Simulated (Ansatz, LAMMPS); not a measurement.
# Ga2O3 with crystalline order left by the classical run (100 atoms): where an added charge goes, part 3 of 4

Does an extra electron or hole in Ga2O3 with crystalline order left by the classical run (100 atoms) stay spread out, or do the atoms trap it?

Ansatz 0.2.0; Kohn-Sham DFT, PBE, PAW (set soft_1), plane waves.

The cell: 40 Ga and 60 O. The quench rate of 100 K/ps is orders of magnitude faster than experiment. The network of bonds at the start is that of the classical potential that made the cell. Only the Γ point is sampled, in a cell whose shortest periodic width is 10 Å.

So far. Step 3 (Relaxation): The relaxation converged after 15 steps, 2.32 eV below its start, with a largest force component of 0.034 eV/Å. Step 5 (An extra electron, atoms held): An extra electron, atoms held: the energy stands 10.8 eV above that of the reference. An odd electron should give 1 μB; this run ended with the carrier shared between both spins.

## 6. An extra electron, atoms relaxed

The atoms now respond to the charge; the energy gained comes from screening by the atoms, from trapping if the charge localises, and from any strain left in the reference.

input.yaml reads:

```yaml
crystal:
  lattice:
    - [10.04407, 0.0, 0.0]
    - [0.0, 10.04407, 0.0]
    - [0.0, 0.0, 10.04407]
  atoms:
    [... the 100 atom lines of step 4 ...]
total_charge: -1
kpoints:
  mp_grid: { grid: [1, 1, 1] }
hamiltonian:
  xc: pbe
  pseudopotentials: { kind: paw, azcp: { folder: soft_1 } }
scf:
  occupations: { method: fermi_dirac, width: 0.01 }
  lower_state_search: "off"
output:
  forces: true
magnetization:
  spin_polarized: true
  initial_magnetization: 1
relax:
  f_tol: 0.05
  max_steps: 90
```

The run is started by

```bash
ansatz run input.yaml --threads 4 --pin off --max-ram 8192MiB --backend cpu --events-out ev --progress --plain --runs-dir out
```

Numbers of over 12 decimals in the logs are rounded to 6 here.

Output:

```text
[...]
Crystal: 100 atoms, lattice volume = 1013.279 Å³
Basis set: ecut = 420 eV, 19837 PW (Γ), exchange–correlation on 144×144×144 points (8 copies of the dense FFT grid, shifted against one another)
Bands: 541, of which v1, the nominal top of the filled ones, is band 441 counted from 1 (440 counted from 0)
Symmetry: 1 space group operations
[...]
k-points: 1
[...]
Starting moments: Σ|m| = 1 μB on 100 of 100 sites
[...]
SCF iter   1: F=—  HF=-185394.029639 eV  |F-HF|=—  |Δ(HF+E_count)|=         —  Δρ=6.04e-2 (↑5.80e-2 ↓6.04e-2)  dr2=6.78e1  dr2_m=1.67e-2  M=1.000 μB ∫|m|=1.098 μB  β_m=1.00  ethr=3.10e-3  ⟨swp⟩=5.0  Hψ=3414  notcnv=0  defer=106
[...]
SCF iter   2: F=—  HF=-185382.097075 eV  |F-HF|=—  |Δ(HF+E_count)|=         —  Δρ=3.92e-2 (↑3.92e-2 ↓3.91e-2)  dr2=2.95e1  dr2_m=1.36e-3  M=0.578 μB ∫|m|=0.689 μB  β_m=0.30  ethr=3.10e-3  ⟨swp⟩=3.0  Hψ=2066  notcnv=0  defer=190
[...]
SCF iter   8: F=—  HF=-185372.451173 eV  |F-HF|=—  |Δ(HF+E_count)|=   7.27e-3  Δρ=3.01e-4 (↑3.01e-4 ↓2.57e-4)  dr2=1.44e-3  dr2_m=1.05e-4  M=0.448 μB ∫|m|=0.533 μB  β_m=0.30  ethr=5.86e-7  ⟨swp⟩=2.0  Hψ=1597  notcnv=0  defer=190
[...]
SCF iter  10: F=—  HF=-185372.457630 eV  |F-HF|=—  |Δ(HF+E_count)|=   3.85e-3  Δρ=9.57e-5 (↑9.57e-5 ↓6.68e-5)  dr2=1.64e-4  dr2_m=1.94e-5  M=0.362 μB ∫|m|=0.429 μB  β_m=0.71  ethr=1.05e-7  ⟨swp⟩=3.0  Hψ=1786  notcnv=0  defer=190
[...]
SCF iter  16: F=-185372.457869 eV  HF=-185372.457870 eV  |F-HF|=5.84e-8  |Δ(HF+E_count)|=   1.19e-5  Δρ=1.74e-5 (↑1.21e-5 ↓1.74e-5)  dr2=2.58e-6  dr2_m=1.30e-6  M=0.135 μB ∫|m|=0.160 μB  β_m=0.99  ethr=2.94e-10  ⟨swp⟩=1.0  Hψ=3034  notcnv=0
SCF iter  17: F=-185372.457885 eV  HF=-185372.457885 eV  |F-HF|=2.41e-8  |Δ(HF+E_count)|=   1.59e-5  Δρ=5.47e-6 (↑4.17e-6 ↓5.47e-6)  dr2=3.39e-7  dr2_m=1.29e-7  M=0.043 μB ∫|m|=0.050 μB  ethr=2.93e-10  ⟨swp⟩=1.0  Hψ=3226  notcnv=0
[...]
SCF 1 converged in 17 iterations: F = -185372.457885 eV  dr2 = 3.39e-7
[...]
relax step   1: F+E_penalty+E_count = -185372.45788539 eV  Δ(F+E_penalty+E_count) = +0.000e0 eV  max|allowed force component| = 9.559e-2 eV/Å  Δτ_max = 0.0000 Å  (17 SCF iters, dr2 threshold 6.25e-5 eV, accepted)
[...]
Starting moments: Σ|m| = 1 μB on 100 of 100 sites; this step starts from the density that it was given
[...]
SCF iter   1: F=—  HF=-185372.462058 eV  |F-HF|=—  |Δ(HF+E_count)|=         —  Δρ=4.58e-4 (↑4.46e-4 ↓4.58e-4)  dr2=2.72e-3  dr2_m=7.02e-7  M=0.043 μB ∫|m|=0.050 μB  β_m=0.30  ethr=3.08e-7  ⟨swp⟩=2.0  Hψ=2708  notcnv=0  defer=190
[...]
spin=Collinear: Kerker preconditioning applied to the charge; magnetization (m = ρ↑ − ρ↓) channel mixes plain (no charge-response kernel on spin).
SCF iter   2: F=—  HF=-185372.461678 eV  |F-HF|=—  |Δ(HF+E_count)|=   3.80e-4  Δρ=3.25e-4 (↑3.16e-4 ↓3.25e-4)  dr2=1.41e-3  dr2_m=3.99e-7  M=0.042 μB ∫|m|=0.049 μB  β_m=0.65  ethr=3.08e-7  ⟨swp⟩=1.0  Hψ=892  notcnv=0  defer=190
SCF iter   3: F=—  HF=-185372.461411 eV  |F-HF|=—  |Δ(HF+E_count)|=   2.68e-4  Δρ=3.17e-5 (↑3.17e-5 ↓3.14e-5)  dr2=6.32e-5  dr2_m=8.37e-8  M=0.038 μB ∫|m|=0.045 μB  β_m=0.69  ethr=1.60e-7  ⟨swp⟩=2.0  Hψ=1664  notcnv=0  defer=190
[...]
SCF iter  16: F=-185372.462503 eV  HF=-185372.462503 eV  |F-HF|=2.33e-10  |Δ(HF+E_count)|=   2.18e-8  Δρ=4.21e-7 (↑4.21e-7 ↓3.69e-7)  dr2=1.23e-9  dr2_m=1.37e-9  M=0.005 μB ∫|m|=0.006 μB  β_m=1.00  ethr=1.00e-12  ⟨swp⟩=1.0  Hψ=2866  notcnv=0
SCF iter  17: F=-185372.462503 eV  HF=-185372.462503 eV  |F-HF|=9.31e-10  |Δ(HF+E_count)|=   1.42e-8  Δρ=2.71e-7 (↑2.51e-7 ↓2.71e-7)  dr2=1.43e-9  dr2_m=4.61e-10  M=0.003 μB ∫|m|=0.003 μB  ethr=1.00e-12  ⟨swp⟩=1.0  Hψ=2866  notcnv=0
the starting moments were not kept: the SCF closed with an absolute magnetisation of 3.3e-3 μB, where they sum to 1 μB in size (100 sites). That is at most 0.1 of that sum. Measured as dr2_m measures the in/out step, that magnetisation stands 7.9e-8 eV from none, at or under the dr2_threshold of 1.0e-7 eV: it is no larger than a step whose dr2_m would equal this threshold.
SCF 2 converged in 17 iterations: F = -185372.462503 eV  dr2 = 1.43e-9
relax step   2: F+E_penalty+E_count = -185372.46250268 eV  Δ(F+E_penalty+E_count) = -4.617e-3 eV  max|allowed force component| = 4.833e-2 eV/Å  Δτ_max = 0.0066 Å  (17 SCF iters, accepted)
SCF converged after 17 iterations
Magnetization: 0.0028 μB (440.5014 up, 440.4986 down)
Absolute magnetization: 0.0030 μB (∫|ρ↑−ρ↓|, with the PAW one-centre terms)
[...]
Per-site moments (μB) at R_I (Å): [(7.425247955907708e-6, 0.762587), (1.1566967163552797e-5, 0.758646), (1.4791077347806994e-5, 0.766634), (1.062489405556389e-5, 0.770010), (1.4745251638754092e-5, 0.776557), [...]
Free energy (F): -185372.462503 eV
[...]
Internal energy: -185372.448640 eV  (E = F + TS)
E sigma→0 (E₀):  -185372.455571 eV
Entropy (-TS):   -0.013863 eV (-0.139 meV/atom)
Fermi energy:    10.798209 eV
[...]
Σ components = -185372.462503   (vs F -185372.462503, Δ=0.00e0)
--- Forces (eV/Å), atoms counted from 1 ---
  atom   1  Ga     0.00751152    -0.01006643     0.01158272
  atom   2  Ga    -0.00295851     0.01692189     0.02217591
  atom   3  Ga    -0.04833194     0.03653632    -0.00520908
  atom   4  Ga     0.01095452    -0.01060679     0.00502770
[...]
atom 100  O     -0.01270288    -0.01020103    -0.00008101
  max |Σ_I F_I| component: 6.90e-6 eV/Å
--- Relaxed structure (2 steps of the walk, 2 accepted, 0 SCFs on fresh bases) ---
  F+E_penalty+E_count = -185372.46250268 eV   max|allowed force component| = 4.833e-2 eV/Å
  atoms:
    - { symbol: Ga, position: [0.758507, 0.125179, 0.372562] }
    - { symbol: Ga, position: [0.746504, 0.331062, 0.595722] }
    - { symbol: Ga, position: [0.239690, 0.700383, 0.081707] }
    - { symbol: Ga, position: [0.496695, 0.888517, 0.301248] }
[...]
- { symbol: O, position: [0.367142, 0.031902, 0.802430] }
```

It took 2.6 min on 4 threads of Arm Neoverse V1, shared host; peak memory 2.8 GiB.

The relaxation converged after 2 steps, 0.00462 eV below its start, with a largest force component of 0.048 eV/Å.

An extra electron, atoms relaxed: the energy stands 10.8 eV above that of the reference. An odd electron should give 1 μB; this run ended with the carrier shared between both spins.

## 7. An extra electron, levels at the relaxed geometry

A single point at the new geometry gives levels and spin density.

input.yaml, the sections that differ from step 6:

```yaml
crystal:
  lattice:
    - [10.04407, 0.0, 0.0]
    - [0.0, 10.04407, 0.0]
    - [0.0, 0.0, 10.04407]
  atoms:
    - { symbol: Ga, position: [0.75851, 0.12518, 0.37256] }
    - { symbol: Ga, position: [0.7465, 0.33106, 0.59572] }
    - { symbol: Ga, position: [0.23969, 0.70038, 0.08171] }
    - { symbol: Ga, position: [0.49669, 0.88852, 0.30125] }
    - { symbol: Ga, position: [0.48806, 0.73862, 0.56347] }
    - { symbol: Ga, position: [0.50362, 0.61656, 0.20179] }
    [... 88 atom lines left out ...]
    - { symbol: O, position: [0.62712, 0.48754, 0.30184] }
    - { symbol: O, position: [0.15845, 0.61482, 0.23292] }
    - { symbol: O, position: [0.10653, 0.0178, 0.85824] }
    - { symbol: O, position: [0.58136, 0.12159, 0.95527] }
    - { symbol: O, position: [0.61087, 0.99749, 0.42157] }
    - { symbol: O, position: [0.36714, 0.0319, 0.80243] }
output:
  forces: true
  stress: true
  populations: true
  dos:
    method: { smearing: { sigma: 0.1 } }
    de: 0.1
    projected: { site_lists: { Ga: [Ga], O: [O] } }
  eigenvalues: true
  write_density: true
  write_potential: true
  volumetric_format: npy
# total_charge, kpoints, hamiltonian, scf, magnetization: as in step 6
# relax: removed
```

Output:

```text
[...]
Crystal: 100 atoms, lattice volume = 1013.279 Å³
Basis set: ecut = 420 eV, 19837 PW (Γ), exchange–correlation on 144×144×144 points (8 copies of the dense FFT grid, shifted against one another)
Bands: 541, of which v1, the nominal top of the filled ones, is band 441 counted from 1 (440 counted from 0)
Symmetry: 1 space group operations
[...]
k-points: 1
[...]
Starting moments: Σ|m| = 1 μB on 100 of 100 sites
[...]
SCF iter   1: F=—  HF=-185394.020749 eV  |F-HF|=—  |Δ(HF+E_count)|=         —  Δρ=6.04e-2 (↑5.80e-2 ↓6.04e-2)  dr2=6.77e1  dr2_m=1.67e-2  M=1.000 μB ∫|m|=1.099 μB  β_m=1.00  ethr=3.10e-3  ⟨swp⟩=5.0  Hψ=3414  notcnv=0  defer=100
[...]
SCF iter  19: F=-185372.462512 eV  HF=-185372.462512 eV  |F-HF|=2.02e-8  |Δ(HF+E_count)|=   2.04e-7  Δρ=5.44e-7 (↑5.44e-7 ↓5.34e-7)  dr2=1.75e-8  dr2_m=3.54e-10  M=-0.002 μB ∫|m|=0.002 μB  ethr=1.14e-11  ⟨swp⟩=15.0  Hψ=9215  notcnv=0
[...]
SCF 1 converged in 19 iterations: F = -185372.462512 eV  dr2 = 1.75e-8
[...]
SCF converged after 19 iterations
Magnetization: -0.0017 μB (440.4991 up, 440.5009 down)
Absolute magnetization: 0.0019 μB (∫|ρ↑−ρ↓|, with the PAW one-centre terms)
[...]
Per-site moments (μB) at R_I (Å): [(-4.652012777049512e-6, 0.762569), (-7.219872937559304e-6, 0.758626), (-9.276385114510732e-6, 0.766663), (-6.633754773350178e-6, 0.770032), (-9.221713464982766e-6, 0.776556), [...]
Free energy (F): -185372.462512 eV
[...]
Internal energy: -185372.448649 eV  (E = F + TS)
E sigma→0 (E₀):  -185372.455581 eV
Entropy (-TS):   -0.013863 eV (-0.139 meV/atom)
Fermi energy:    10.798197 eV
[...]
--- Forces (eV/Å), atoms counted from 1 ---
  atom   1  Ga     0.00733968    -0.01060501     0.01223449
  atom   2  Ga    -0.00166511     0.01750208     0.02288704
  atom   3  Ga    -0.04831684     0.03771941    -0.00610099
  atom   4  Ga     0.01186012    -0.01114521     0.00454345
  atom   5  Ga     0.02182165     0.00114440     0.00524661
  atom   6  Ga     0.00557039     0.00763617     0.00181101
  atom   7  Ga    -0.00205185     0.00512832     0.01356145
  atom   8  Ga    -0.01921746     0.01350712    -0.00864564
  atom   9  Ga     0.01950430    -0.01158500     0.00578220
  atom  10  Ga     0.02644051    -0.01831727    -0.01894340
  atom  11  Ga    -0.00137123     0.02123429    -0.01500202
  atom  12  Ga    -0.00535977     0.00454255     0.00532972
  atom  13  Ga     0.00372390     0.00466845    -0.00819778
  atom  14  Ga    -0.02382790     0.00252897     0.00386317
[...]
atom  99  O     -0.01056005     0.00280304    -0.00696568
  atom 100  O     -0.01243762    -0.00984027    -0.00038256
  max |Σ_I F_I| component: 1.63e-5 eV/Å
--- Stress (GPa, compression-positive) ---
        2.213661       0.738256       0.038294
        0.738256      13.171920       2.231332
        0.038294       2.231332      13.099707
  P = ⅓ Tr σ = 9.4951 GPa (94.951 kbar)
--- Band table (eV) ---
[...]
--- Löwdin populations: 100 sites ---
  site symbol       q [e]    m [muB]
     0     Ga     11.9924    -0.0000
     1     Ga     11.9414    -0.0000
     2     Ga     11.9409    -0.0001
[...]
99      O      6.6674    -0.0000
  spilling = 0.002572 (of n_electrons = 881.000000)
```

Wall time 95 s (4 threads); peak memory 2.8 GiB; 6.2 min of CPU time.

An extra electron, levels at the relaxed geometry: the energy stands 10.8 eV above that of the reference. An odd electron should give 1 μB; this run ended with the carrier shared between both spins.

The levels nearest the highest filled one (over half full), pooled over k-points and spins:

| level less the highest filled one (eV) | occupation |
| --- | --- |
| -1.98 | 1 |
| -1.82 | 1 |
| -1.82 | 1 |
| 0 | 0.501 |
| 1.0e-4 | 0.499 |
| 2.40 | 0 |
| 2.40 | 0 |
| 2.50 | 0 |

## 8. Neutral at the geometry of the electron

The neutral cell at the new geometry gives the energy of that geometry without the charge.

input.yaml, the sections that differ from step 7:

```yaml
crystal:
  lattice:
    - [10.04407, 0.0, 0.0]
    - [0.0, 10.04407, 0.0]
    - [0.0, 0.0, 10.04407]
  atoms:
    [... the 100 atom lines of step 7 ...]
scf:
  occupations: { method: fixed }
output:
  forces: true
  stress: true
  populations: true
  dos:
    method: { smearing: { sigma: 0.1 } }
    de: 0.1
    projected: { site_lists: { Ga: [Ga], O: [O] } }
  eigenvalues: true
# kpoints, hamiltonian: as in step 7
# total_charge: removed
# magnetization: removed
```

Output:

```text
[...]
Crystal: 100 atoms, lattice volume = 1013.279 Å³
Basis set: ecut = 420 eV, 19837 PW (Γ), exchange–correlation on 144×144×144 points (8 copies of the dense FFT grid, shifted against one another)
Bands: 540, of which v1, the nominal top of the filled ones, is band 440 counted from 1 (439 counted from 0)
Symmetry: 1 space group operations
[...]
k-points: 1
[...]
SCF iter   1: F=—  HF=-185407.791932 eV  |F-HF|=—  |Δ(HF+E_count)|=         —  Δρ=1.23e-1  dr2=7.37e1  ethr=3.10e-3  ⟨swp⟩=4.0  Hψ=1524  notcnv=0  defer=94
[...]
SCF iter  12: F=—  HF=-185383.249901 eV  |F-HF|=—  |Δ(HF+E_count)|=   1.15e-6  Δρ=7.27e-6  dr2=4.90e-7  ethr=1.53e-10  ⟨swp⟩=2.0  Hψ=886  notcnv=0  defer=94
SCF iter  13: F=-185383.249901 eV  HF=-185383.249901 eV  |F-HF|=3.45e-8  |Δ(HF+E_count)|=   8.27e-8  Δρ=1.87e-6  dr2=4.48e-8  ethr=1.14e-11  ⟨swp⟩=12.0  Hψ=2923  notcnv=0
SCF 1 converged in 13 iterations: F = -185383.249901 eV  dr2 = 4.48e-8
[...]
SCF converged after 13 iterations
Free energy (F): -185383.249901 eV
[...]
Internal energy: -185383.249901 eV  (E = F + TS)
E sigma→0 (E₀):  -185383.249901 eV
Fermi energy:    8.998809 eV
[...]
Σ components = -185383.249901   (vs F -185383.249901, Δ=0.00e0)
--- Forces (eV/Å), atoms counted from 1 ---
  atom   1  Ga     0.01624064    -0.00445993     0.00664954
  atom   2  Ga     0.01201304    -0.00874493    -0.00209394
  atom   3  Ga     0.04515478    -0.00204128    -0.01341736
  atom   4  Ga    -0.02031844     0.01805017    -0.01859211
[...]
atom 100  O      0.00388184     0.00799630     0.00524910
  max |Σ_I F_I| component: 3.70e-5 eV/Å
--- Stress (GPa, compression-positive) ---
        0.972218       0.684576       0.014143
        0.684576      12.454307       2.318321
        0.014143       2.318321      12.379850
  P = ⅓ Tr σ = 8.6021 GPa (86.021 kbar)
--- Band table (eV) ---
[...]
--- Löwdin populations: 100 sites ---
  site symbol       q [e]
     0     Ga     11.9797
     1     Ga     11.9217
     2     Ga     11.9156
[...]
99      O      6.6633
  spilling = 0.002557 (of n_electrons = 880.000000)
```

Run time: 36 s. Hardware: 4 threads; peak memory 1.7 GiB; 2.3 min of CPU time.

Neutral at the geometry of the electron: the energy stands 0.00135 eV above that of the reference.

## 9. An extra hole, atoms held

The electron count changes by one with the atoms held: a vertical process, on a uniform background, with spin and a narrow Fermi–Dirac smearing. Its energy against the neutral cell hangs on the program's zero of potential.

Edit input.yaml of step 8 so:

```diff
@@ -6,3 +6,4 @@
   atoms:
-    [... the 100 atom lines of step 7 ...]
+    [... the 100 atom lines of step 4 ...]
+total_charge: 1
 kpoints:
@@ -13,3 +14,4 @@
 scf:
-  occupations: { method: fixed }
+  occupations: { method: fermi_dirac, width: 0.01 }
+  lower_state_search: "off"
 output:
@@ -23 +25,7 @@
   eigenvalues: true
+  write_density: true
+  write_potential: true
+  volumetric_format: npy
+magnetization:
+  spin_polarized: true
+  initial_magnetization: 1
```

Output:

```text
[...]
Crystal: 100 atoms, lattice volume = 1013.279 Å³
Basis set: ecut = 420 eV, 19837 PW (Γ), exchange–correlation on 144×144×144 points (8 copies of the dense FFT grid, shifted against one another)
Bands: 540, of which v1, the nominal top of the filled ones, is band 440 counted from 1 (439 counted from 0)
Symmetry: 1 space group operations
[...]
k-points: 1
[...]
Starting moments: Σ|m| = 1 μB on 100 of 100 sites
[...]
SCF iter   1: F=—  HF=-185419.481330 eV  |F-HF|=—  |Δ(HF+E_count)|=         —  Δρ=6.57e-2 (↑6.31e-2 ↓6.57e-2)  dr2=8.15e1  dr2_m=5.27e-1  M=1.000 μB ∫|m|=1.070 μB  β_m=1.00  ethr=3.10e-3  ⟨swp⟩=5.0  Hψ=3392  notcnv=0  defer=108
[...]
SCF iter   4: F=—  HF=-185394.125576 eV  |F-HF|=—  |Δ(HF+E_count)|=    4.85e0  Δρ=1.90e-2 (↑1.52e-2 ↓1.90e-2)  dr2=7.87e0  dr2_m=2.52e-1  M=0.345 μB ∫|m|=0.513 μB  β_m=0.30  ethr=2.27e-3  ⟨swp⟩=2.0  Hψ=904  notcnv=0  defer=188
[...]
SCF iter  12: F=—  HF=-185392.055455 eV  |F-HF|=—  |Δ(HF+E_count)|=   3.85e-3  Δρ=2.23e-3 (↑1.39e-3 ↓2.23e-3)  dr2=2.38e-1  dr2_m=3.75e-3  M=0.984 μB ∫|m|=1.080 μB  β_m=0.30  ethr=1.98e-5  ⟨swp⟩=3.0  Hψ=1303  notcnv=0  defer=188
[...]
SCF iter  14: F=—  HF=-185392.057501 eV  |F-HF|=—  |Δ(HF+E_count)|=   1.85e-2  Δρ=1.61e-3 (↑1.10e-3 ↓1.61e-3)  dr2=4.22e-2  dr2_m=1.35e-2  M=0.970 μB ∫|m|=1.073 μB  β_m=0.24  ethr=1.98e-5  ⟨swp⟩=2.0  Hψ=1687  notcnv=0  defer=188
[...]
SCF iter  39: F=-185392.075391 eV  HF=-185392.075391 eV  |F-HF|=8.85e-9  |Δ(HF+E_count)|=   1.92e-9  Δρ=7.26e-7 (↑1.36e-7 ↓7.26e-7)  dr2=1.06e-8  dr2_m=1.33e-9  M=0.996 μB ∫|m|=1.121 μB  β_m=0.50  ethr=2.16e-12  ⟨swp⟩=4.0  Hψ=5379  notcnv=0
SCF iter  40: F=-185392.075391 eV  HF=-185392.075391 eV  |F-HF|=1.14e-9  |Δ(HF+E_count)|=  4.37e-10  Δρ=2.38e-7 (↑8.89e-8 ↓2.38e-7)  dr2=1.75e-9  dr2_m=1.20e-10  M=0.996 μB ∫|m|=1.121 μB  ethr=1.20e-12  ⟨swp⟩=4.5  Hψ=4611  notcnv=0
SCF 1 converged in 40 iterations: F = -185392.075391 eV  dr2 = 1.75e-9
[...]
SCF converged after 40 iterations
Magnetization: 0.9956 μB (439.9978 up, 439.0022 down)
Absolute magnetization: 1.1196 μB (∫|ρ↑−ρ↓|, with the PAW one-centre terms)
[...]
Per-site moments (μB) at R_I (Å): [(0.000183263, 0.762381), (-0.000112011, 0.758012), (0.000219955, 0.766189), (-9.788769600346289e-5, 0.770090), (5.3381997004365564e-5, [...]
Free energy (F): -185392.075391 eV
[...]
Internal energy: -185392.059654 eV  (E = F + TS)
E sigma→0 (E₀):  -185392.067523 eV
Entropy (-TS):   -0.015738 eV (-0.157 meV/atom)
Fermi energy:    8.753517 eV
[...]
Σ components = -185392.075391   (vs F -185392.075391, Δ=0.00e0)
--- Forces (eV/Å), atoms counted from 1 ---
  atom   1  Ga    -0.24946984     0.09527818    -0.03434394
  atom   2  Ga    -0.05698075     0.14328401     0.04333036
  atom   3  Ga    -0.09120856    -0.03069137    -0.04539296
  atom   4  Ga     0.01058542    -0.11470643     0.16142352
[...]
atom 100  O     -0.13990727     0.02120071     0.04617443
  max |Σ_I F_I| component: 8.44e-6 eV/Å
--- Stress (GPa, compression-positive) ---
        1.796619       0.796757       0.058594
        0.796757      12.955848       2.200843
        0.058594       2.200843      12.776014
  P = ⅓ Tr σ = 9.1762 GPa (91.762 kbar)
--- Band table (eV) ---
[...]
--- Löwdin populations: 100 sites ---
  site symbol       q [e]    m [muB]
     0     Ga     11.9719    -0.0027
     1     Ga     11.9144    -0.0013
     2     Ga     11.9080    -0.0007
[...]
99      O      6.6546     0.0107
  spilling = 0.002519 (of n_electrons = 879.000000)
```

Elapsed: 2.5 min, on 4 threads; peak memory 2.8 GiB.

An extra hole, atoms held: the energy stands 8.82 eV below that of the reference, with a moment of 1.00 μB.

The levels nearest the highest filled one (over half full), pooled over k-points and spins:

| level less the highest filled one (eV) | occupation |
| --- | --- |
| -0.054 | 0.998 |
| -0.0293 | 0.978 |
| -0.0223 | 0.957 |
| 0 | 0.706 |
| 0.0144 | 0.363 |
| 2.07 | 0 |
| 2.08 | 0 |
| 4.49 | 0 |

(Continued in part 4 of 4.)

[Logs are printed without paths, hosts, clocks, repeated set-up lines and the standing remarks that a program may print on its own settings, such as how far it seeks lower states.]

[Hosts, paths, dates, database ids (printed as entryN), source tags and the programs' standing remarks are cut or masked in the printed files.]
